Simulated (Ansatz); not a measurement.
**SnWO4 (Pnna): band gap by G0W0 on r2SCAN**

How far does one-shot GW move the r2SCAN gap of SnWO4 (Pnna)?

Calculated with Ansatz 0.2.0; r2SCAN, then G0W0 on it, plane waves, PAW.

This is a report of a sequence of runs, with most program output left out.

In doubt: masses and optical values from hybrid runs of this build are listed as unsure (in some of the runs), which bears on the screening that GW takes from such a start.

### 1. Set-up

It takes space group Pnna (No. 52, orthorhombic). The conventional cell has a = 5.627 Å, b = 11.649 Å, c = 4.997 Å, α = 90.00°, β = 90.00°, γ = 90.00°. Nearest to Sn lie 4 O at 2.18 to 2.39 Å. Nearest to W lie 6 O at 1.80 to 2.14 Å. O has 2 W at 1.80 to 2.14 Å nearest. O has 1 W at 1.89 Å and 2 Sn at 2.18 to 2.39 Å nearest. Farther neighbours and most contacts between anions are not listed.

The cell and positions come from the Crystallography Open Database and are kept as given unless a step says otherwise. Spin-orbit coupling is left out unless a step names it. The default PAW set here is soft_2. Its files were made with PBE.

### 2. The r2SCAN band structure

Levels along a band path and on the mesh show where this functional puts the band edges.

This step: DFT, r2SCAN, plane waves, PAW.

input.yaml

```yaml
crystal:
  lattice:
    - [5.627, 0.0, 0.0]
    - [0.0, 11.6486, 0.0]
    - [0.0, 0.0, 4.9973]
  atoms:
    - { symbol: Sn, position: [0.25, 0.0, 0.2196] }
    - { symbol: Sn, position: [0.25, 0.5, 0.2804] }
    - { symbol: Sn, position: [0.75, 0.0, 0.7804] }
    - { symbol: Sn, position: [0.75, 0.5, 0.7196] }
    - { symbol: W, position: [0.6677, 0.25, 0.25] }
    - { symbol: W, position: [0.8323, 0.75, 0.25] }
    - { symbol: W, position: [0.3323, 0.75, 0.75] }
    - { symbol: W, position: [0.1677, 0.25, 0.75] }
    - { symbol: O, position: [0.3765, 0.2987, 0.9988] }
    - { symbol: O, position: [0.1235, 0.7013, 0.9988] }
    - { symbol: O, position: [0.3765, 0.2013, 0.5012] }
    - { symbol: O, position: [0.1235, 0.7987, 0.5012] }
    - { symbol: O, position: [0.6235, 0.7013, 0.0012] }
    - { symbol: O, position: [0.8765, 0.2987, 0.0012] }
    - { symbol: O, position: [0.6235, 0.7987, 0.4988] }
    - { symbol: O, position: [0.8765, 0.2013, 0.4988] }
    - { symbol: O, position: [0.1019, 0.3961, 0.6037] }
    - { symbol: O, position: [0.3981, 0.6039, 0.6037] }
    - { symbol: O, position: [0.1019, 0.1039, 0.8963] }
    - { symbol: O, position: [0.3981, 0.8961, 0.8963] }
    - { symbol: O, position: [0.8981, 0.6039, 0.3963] }
    - { symbol: O, position: [0.6019, 0.3961, 0.3963] }
    - { symbol: O, position: [0.8981, 0.8961, 0.1037] }
    - { symbol: O, position: [0.6019, 0.1039, 0.1037] }
kpoints:
  mp_grid: { grid: [4, 2, 6] }
  band_path:
    path:
      - [[0.0, 0.0, 0.0], [0.5, 0.0, 0.0], [0.5, 0.5, 0.0], [0.0, 0.5, 0.0], [0.0, 0.0, 0.0], [0.0, 0.0, 0.5], [0.5, 0.0, 0.5], [0.5, 0.5, 0.5], [0.0, 0.5, 0.5], [0.0, 0.0, 0.5]]
      - [[0.5, 0.0, 0.0], [0.5, 0.0, 0.5]]
      - [[0.0, 0.5, 0.0], [0.0, 0.5, 0.5]]
      - [[0.5, 0.5, 0.0], [0.5, 0.5, 0.5]]
    npoints: 10
hamiltonian:
  xc: r2scan
scf:
  occupations: { method: fermi_dirac, width: 0.02 }
  n_extra_bands: 12
output:
  eigenvalues: true
  forces: true
  stress: true
```

Run with:

```sh
$ ansatz run input.yaml --threads 24 --pin off --max-ram 82944MiB --backend cuda --events-out ev --progress --plain --runs-dir out --devices 1 --max-vram 78GiB
```

Wall time 6.3 s (1 × NVIDIA GB200 (shared by 2 runs) with 24 threads of Arm Neoverse V2, shared host); peak memory 1.6 GiB; 37 s of CPU time.

This step gave:

| Item | Value |
| --- | --- |
| pressure | -0.3902 GPa |
| filled bands | 104 |
| gap | 1.505 eV |
| valence top at | k = (0.000, 0.000, 0.250) |
| conduction bottom at | Γ |
| least direct gap | 1.561 eV |

Over mesh and path the gap is 1.505 eV, from k = (0.000, 0.000, 0.250) to k = Γ. The least direct gap found is 1.561 eV, at k = (0.000, 0.400, 0.000). On the 4×2×6 mesh alone the same run gives 1.530 eV, so that mesh misses an edge of r2SCAN: 1.530 − 1.505 = +0.025 eV.

Electronic bands along the path, in eV, zero at the top of the highest nominally filled band:

```
    point  band 101  band 102  band 103  band 104  band 105  band 106  band 107  band 108
        Γ     -1.47     -0.63     -0.14     -0.09      1.50      1.54      2.30      2.36
  halfway     -1.21     -0.73     -0.31     -0.15      1.78      1.88      2.17      2.51
        X     -0.69     -0.69     -0.63     -0.63      2.31      2.31      2.55      2.55
  halfway     -0.71     -0.71     -0.67     -0.67      2.38      2.38      2.54      2.54
        S     -0.71     -0.71     -0.71     -0.71      2.49      2.49      2.49      2.49
  halfway     -1.00     -1.00     -0.22     -0.22      1.84      1.84      2.33      2.33
        Y     -1.02     -1.02     -0.04     -0.04      1.53      1.53      2.26      2.26
  halfway     -1.33     -0.74     -0.09     -0.06      1.51      1.54      2.27      2.31
        Γ     -1.47     -0.63     -0.14     -0.09      1.50      1.54      2.30      2.36
  halfway     -1.19     -0.83     -0.17      0.00      1.67      1.70      2.29      2.51
        Z     -0.64     -0.64     -0.34     -0.34      2.25      2.25      2.40      2.40
  halfway     -0.63     -0.63     -0.24     -0.24      2.11      2.11      2.36      2.36
        U     -0.61     -0.61     -0.15     -0.15      2.03      2.03      2.39      2.39
  halfway     -0.72     -0.42     -0.33     -0.17      1.98      2.18      2.23      2.44
        R     -0.60     -0.60     -0.28     -0.28      2.06      2.06      2.35      2.35
  halfway     -0.58     -0.58     -0.35     -0.35      2.13      2.13      2.36      2.36
        T     -0.56     -0.56     -0.48     -0.48      2.30      2.30      2.38      2.38
  halfway     -0.61     -0.61     -0.40     -0.40      2.28      2.28      2.39      2.39
        Z     -0.64     -0.64     -0.34     -0.34      2.25      2.25      2.40      2.40
jump to X     -0.69     -0.69     -0.63     -0.63      2.31      2.31      2.55      2.55
  halfway     -0.71     -0.71     -0.30     -0.30      2.10      2.10      2.51      2.51
        U     -0.61     -0.61     -0.15     -0.15      2.03      2.03      2.39      2.39
jump to Y     -1.02     -1.02     -0.04     -0.04      1.53      1.53      2.26      2.26
  halfway     -0.99     -0.99     -0.05     -0.05      1.68      1.68      2.37      2.37
        T     -0.56     -0.56     -0.48     -0.48      2.30      2.30      2.38      2.38
jump to S     -0.71     -0.71     -0.71     -0.71      2.49      2.49      2.49      2.49
```

### 3. G0W0 on the 2×2×4 mesh

G0W0 replaces the xc potential by a self-energy built once from the orbitals of the start. Levels are corrected in the window of bands that the input names, at points of the mesh.

This step: G0W0 on r2SCAN, plane waves, PAW.

Changes to input.yaml since step 2:

```diff
@@ -31,10 +31,3 @@
 kpoints:
-  mp_grid: { grid: [4, 2, 6] }
-  band_path:
-    path:
-      - [[0.0, 0.0, 0.0], [0.5, 0.0, 0.0], [0.5, 0.5, 0.0], [0.0, 0.5, 0.0], [0.0, 0.0, 0.0], [0.0, 0.0, 0.5], [0.5, 0.0, 0.5], [0.5, 0.5, 0.5], [0.0, 0.5, 0.5], [0.0, 0.0, 0.5]]
-      - [[0.5, 0.0, 0.0], [0.5, 0.0, 0.5]]
-      - [[0.0, 0.5, 0.0], [0.0, 0.5, 0.5]]
-      - [[0.5, 0.5, 0.0], [0.5, 0.5, 0.5]]
-    npoints: 10
+  mp_grid: { grid: [2, 2, 4] }
 hamiltonian:
@@ -42,7 +35,8 @@
 scf:
-  occupations: { method: fermi_dirac, width: 0.02 }
-  n_extra_bands: 12
-output:
-  eigenvalues: true
-  forces: true
-  stress: true
+  occupations: { method: fixed }
+gw:
+  n_empty_bands: 977
+  ecut_chi: 120.0
+  qp_bands: [v4, c4]
+  qp_kpoints: band_edges
+  screening: { model: contour_deformation }
```

It took 62 s on 1 × NVIDIA GB200 (shared by 2 runs) with 24 threads; peak memory 6.8 GiB; 3.1 min of CPU time.

Numbers from this step:

- bands summed: 1081
- RPA ε∞ on this mesh (eigenvalues): 5.571, 5.779, 6.803
- plane waves in the screening matrix: 995
- q-points in the mesh: 16
- G0W0 gap over the corrected points: 2.586 eV
- k of the valence top: 0, 0, 0.25
- k of the conduction bottom: 0, 0, 0
- starting gap on the mesh: 1.507 eV
- Z at the valence top: 0.7689
- Z at the conduction bottom: 0.7655
- least direct G0W0 gap over the corrected points: 2.645 eV

Over 11 of 12 irreducible mesh points the G0W0 gap is 2.586 eV, from k = (0.000, 0.000, 0.250) to k = Γ. The r2SCAN gap of this run on the mesh is 1.507 eV. The two states that bound the G0W0 gap lie that far apart at the start, so the correction of the gap is 2.586 − 1.507 = +1.079 eV. The start of this run differs from the step before in mesh (4×2×6 and 2×2×4).

Labels follow the order of the start: v1 is the top filled band, c1 the lowest empty one; levels that stay degenerate share a row, the window can cut a multiplet, doubted levels are not marked in this list, bands outside the window were not corrected, and the list may be a part of the corrected levels. Levels before and after the correction, in eV, zero at the valence-band top of each column:

```
           conduction bottom  valence top
Kohn-Sham               1.51         0.00
     G0W0               2.59         0.00
```

```
                   level  occupation  energy (eV)
Kohn-Sham           Γ v3           2       -0.627
Kohn-Sham           Γ v2           2       -0.139
Kohn-Sham           Γ v1           2       -0.094
Kohn-Sham           Γ c1           0        1.507
Kohn-Sham           Γ c2           0        1.545
Kohn-Sham           Γ c3           0        2.299
Kohn-Sham  (0 0 0.25) v3           2       -0.826
Kohn-Sham  (0 0 0.25) v2           2       -0.171
Kohn-Sham  (0 0 0.25) v1           2        0.000
Kohn-Sham  (0 0 0.25) c1           0        1.675
Kohn-Sham  (0 0 0.25) c2           0        1.701
Kohn-Sham  (0 0 0.25) c3           0        2.293
     G0W0           Γ v3           2       -0.572
     G0W0           Γ v2           2       -0.156
     G0W0           Γ v1           2       -0.088
     G0W0           Γ c1           0        2.586
     G0W0           Γ c2           0        2.629
     G0W0           Γ c3           0        3.397
     G0W0  (0 0 0.25) v3           2       -0.814
     G0W0  (0 0 0.25) v2           2       -0.177
     G0W0  (0 0 0.25) v1           2        0.000
     G0W0  (0 0 0.25) c1           0        2.758
     G0W0  (0 0 0.25) c2           0        2.777
     G0W0  (0 0 0.25) c3           0        3.360
```

The parts of the quasiparticle energy for the two states that bound the G0W0 gap, in eV on the run's own scale (QP = start + Σx + Σc − Vxc, with Σc at the quasiparticle energy):

```
             edge                      k  band   start       Σx      Σc      Vxc      Z      QP
      valence top  (0.000, 0.000, 0.250)   104   8.937  −20.271   1.736  −18.256  0.769   8.658
conduction bottom                      Γ   105  10.444  −15.601  −4.236  −20.638  0.765  11.244
```

### 4. Spin-orbit coupling in r2SCAN

This run has two-component orbitals with spin-orbit coupling.

This step: DFT, r2SCAN with spin-orbit coupling, plane waves, PAW.

Changes to input.yaml since step 3:

```diff
@@ -31,3 +31,16 @@
 kpoints:
-  mp_grid: { grid: [2, 2, 4] }
+  mp_grid: { grid: [4, 2, 6] }
+  band_path:
+    path:
+      - [0.0, 0.0, 0.0]
+      - [0.5, 0.0, 0.0]
+      - [0.5, 0.5, 0.0]
+      - [0.0, 0.5, 0.0]
+      - [0.0, 0.0, 0.5]
+      - [0.5, 0.0, 0.5]
+      - [0.5, 0.5, 0.5]
+      - [0.0, 0.5, 0.5]
+      - [0.0, 0.0, 0.25]
+      - [0.0, 0.4, 0.0]
+    npoints: 1
 hamiltonian:
@@ -36,7 +49,9 @@
   occupations: { method: fixed }
-gw:
-  n_empty_bands: 977
-  ecut_chi: 120.0
-  qp_bands: [v4, c4]
-  qp_kpoints: band_edges
-  screening: { model: contour_deformation }
+  n_extra_bands: 24
+magnetization:
+  noncollinear: true
+  spin_orbit: true
+output:
+  eigenvalues: true
+  forces: true
+  stress: true
```

Run time: 8.3 s. Hardware: 1 × NVIDIA GB200 (shared by 2 runs) with 24 threads; peak memory 2.7 GiB; 78 s of CPU time.

This step gave:

| Quantity | Value |
| --- | --- |
| pressure | -0.6026 GPa |
| gap | 1.470 eV |
| valence top at | k = (0.000, 0.000, 0.250) |
| conduction bottom at | k = (0.000, -0.500, 0.167) |
| least direct gap | 1.493 eV |

Over mesh and listed points the gap is 1.470 eV, from k = (0.000, 0.000, 0.250) to k = (0.000, -0.500, 0.167). The least direct gap found is 1.493 eV, at k = (0.000, -0.500, 0.167). On the 4×2×6 mesh alone the same run gives 1.493 eV, so that mesh misses an edge of r2SCAN+SOC: 1.493 − 1.470 = +0.023 eV. r2SCAN+SOC against r2SCAN: 1.470 − 1.505 = −0.035 eV. Mesh, set of files and cutoff are the same, but the conduction bottom lies at another k point, so this need not be the shift of one pair of states. The spin-orbit run sees mesh and listed points alone, so its gap is an upper bound: the coupling can move an edge off these points, and the change over the zone, its sign included where it is small, is not known.

### 5. The runs together

Each gap is the least one over the points named; times are wall times on shared hosts, not benchmarks. A G0W0 time includes the run's own self-consistent start. Runs with listed points see these and the mesh alone, so an edge that moves elsewhere is missed. Rows marked * are further runs, not shown as steps, whose inputs differ from the G0W0 step on the same start in the columns given; solver thresholds can differ too.

```
       level   mesh       files, cutoff   bands summed, screening                            points  gap (eV)             valence top       conduction bottom  least direct gap (eV)   time
      r2SCAN  4×2×6  soft_2 PAW, 500 eV                         -                     mesh and path     1.505   (0.000, 0.000, 0.250)                       Γ                  1.561  6.3 s
  r2SCAN+SOC  4×2×6  soft_2 PAW, 500 eV                         -            mesh and listed points     1.470   (0.000, 0.000, 0.250)  (0.000, -0.500, 0.167)                  1.493  8.3 s
G0W0@r2SCAN*  2×2×4  soft_2 PAW, 500 eV                264, 36 eV  11 of 12 irreducible mesh points     2.564   (0.000, 0.000, 0.250)                       Γ                  2.618   17 s
G0W0@r2SCAN*  2×2×4  soft_2 PAW, 500 eV                558, 72 eV  11 of 12 irreducible mesh points     2.588   (0.000, 0.000, 0.250)                       Γ                  2.650   22 s
 G0W0@r2SCAN  2×2×4  soft_2 PAW, 500 eV              1081, 120 eV  11 of 12 irreducible mesh points     2.586   (0.000, 0.000, 0.250)                       Γ                  2.645   62 s
G0W0@r2SCAN*  2×2×2  soft_2 PAW, 500 eV                558, 72 eV     all 8 irreducible mesh points     2.634  (0.000, -0.500, 0.000)                       Γ                  2.657  8.6 s
G0W0@r2SCAN*  2×2×4  soft_2 PAW, 500 eV  558, 72 eV, plasmon pole  11 of 12 irreducible mesh points     2.655   (0.000, 0.000, 0.250)                       Γ                  2.722   21 s
```

### 6. What came out

| Property | Result |
| --- | --- |
| r2SCAN gap over mesh and path | 1.505 eV, from k = (0.000, 0.000, 0.250) to k = Γ |
| G0W0@r2SCAN gap over 11 of 12 irreducible mesh points | 2.586 eV, from k = (0.000, 0.000, 0.250) to k = Γ |
| r2SCAN+SOC gap over mesh and listed points | 1.470 eV |
| GW settings | 2×2×4 mesh, 977 empty bands, screening to 120 eV |
| known limits | finite bands, screening cutoff and k mesh; no spin-orbit coupling in G0W0; screening cutoff under 40 eV in some runs |

In words: Over 11 of 12 irreducible mesh points the G0W0 gap is 2.586 eV, from k = (0.000, 0.000, 0.250) to k = Γ. The r2SCAN gap of this run on the mesh is 1.507 eV. The two states that bound the G0W0 gap lie that far apart at the start, so the correction of the gap is 2.586 − 1.507 = +1.079 eV. The valence state moves by 8.658 − 8.937 = −0.279 eV and the conduction state by 11.244 − 10.444 = +0.800 eV, on the run's own scale; with 264 bands the edge states move by +0.300 and +1.357 eV, so the split between the edges depends on the bands and cutoff. Both edges that r2SCAN shows over mesh and path lie at k points where levels were corrected. Levels at other points were not corrected, so a lower G0W0 gap elsewhere in the zone is not ruled out. From 264 bands and 36 eV to 1081 bands and 120 eV the gap moves by 2.586 − 2.564 = +0.022 eV (rung by rung 2.564, 2.588, 2.586 eV); bands and screening cutoff rise together, so their parts are not told apart. The gap turns back along the series (2.564, 2.588, 2.586 eV), so no line is drawn and the limit is not known. With the 2×2×2 mesh in place of the 2×2×4 mesh and all else as in the G0W0@r2SCAN row with 558 bands, the gap differs by 2.634 − 2.588 = +0.046 eV, and that of the start by 1.548 − 1.507 = +0.041 eV; an edge lies at another k point, so this need not be the shift of one pair of states. With the plasmon pole model in place of the contour deformation model and all else as in the G0W0@r2SCAN row with 558 bands, the gap differs by 2.655 − 2.588 = +0.067 eV. G0W0 on other starts in this series, not shown as steps and not all at these settings: 2.774 eV on HSE06 (2×2×4, soft_2 PAW, 558 bands, 72 eV) and 2.479 eV on LDA (2×2×4, soft_2 PAW, 558 bands, 72 eV). r2SCAN+SOC against r2SCAN: 1.470 − 1.505 = −0.035 eV. Mesh, set of files and cutoff are the same, but the conduction bottom lies at another k point, so this need not be the shift of one pair of states. The spin-orbit run sees mesh and listed points alone, so its gap is an upper bound: the coupling can move an edge off these points, and the change over the zone, its sign included where it is small, is not known. What spin-orbit coupling does to the G0W0 levels was not computed, so no sum with the G0W0 gap is formed. The G0W0 runs are scalar-relativistic. G0W0@r2SCAN runs of this series with other atomic data on the same mesh, not shown as steps, give 2.620 eV (hard PAW, 1050 eV, 602 bands, screening to 72 eV; the table's row with the same empty bands and screening cutoff has 2.588 eV); where bands and cutoffs differ too, the part of the files is not isolated. A screening cutoff under 40 eV is crude: G0W0@r2SCAN with 264 bands at 36 eV.

[Paths, hosts, dates, memory and timing lines, banners, echoed tables and standing remarks are left out of the program output.]

[Logs are printed without paths, hosts, clocks, repeated set-up lines and the standing remarks that a program may print on its own settings, such as how far it seeks lower states.]

[Runs of the session that timed out or met a known fault of the program may be left out.]

[Cells called generated may have been cut or substituted from an entry of the Crystallography Open Database or the Materials Project.]

[Hosts, paths, dates, database ids (printed as entryN), source tags and the programs' standing remarks are cut or masked in the printed files.]

[Where an RPA ε∞ is given, it is that of the G0W0 mesh and is not shown converged in it. Names of k-points follow the symmetry that the program found, which can be lower than the space group named. Band edges on a path are those of the sampled points; other points can move an edge, and change direct to indirect where valleys lie close.]

[Hybrid gaps are those of their k-mesh and are not shown converged in it.]
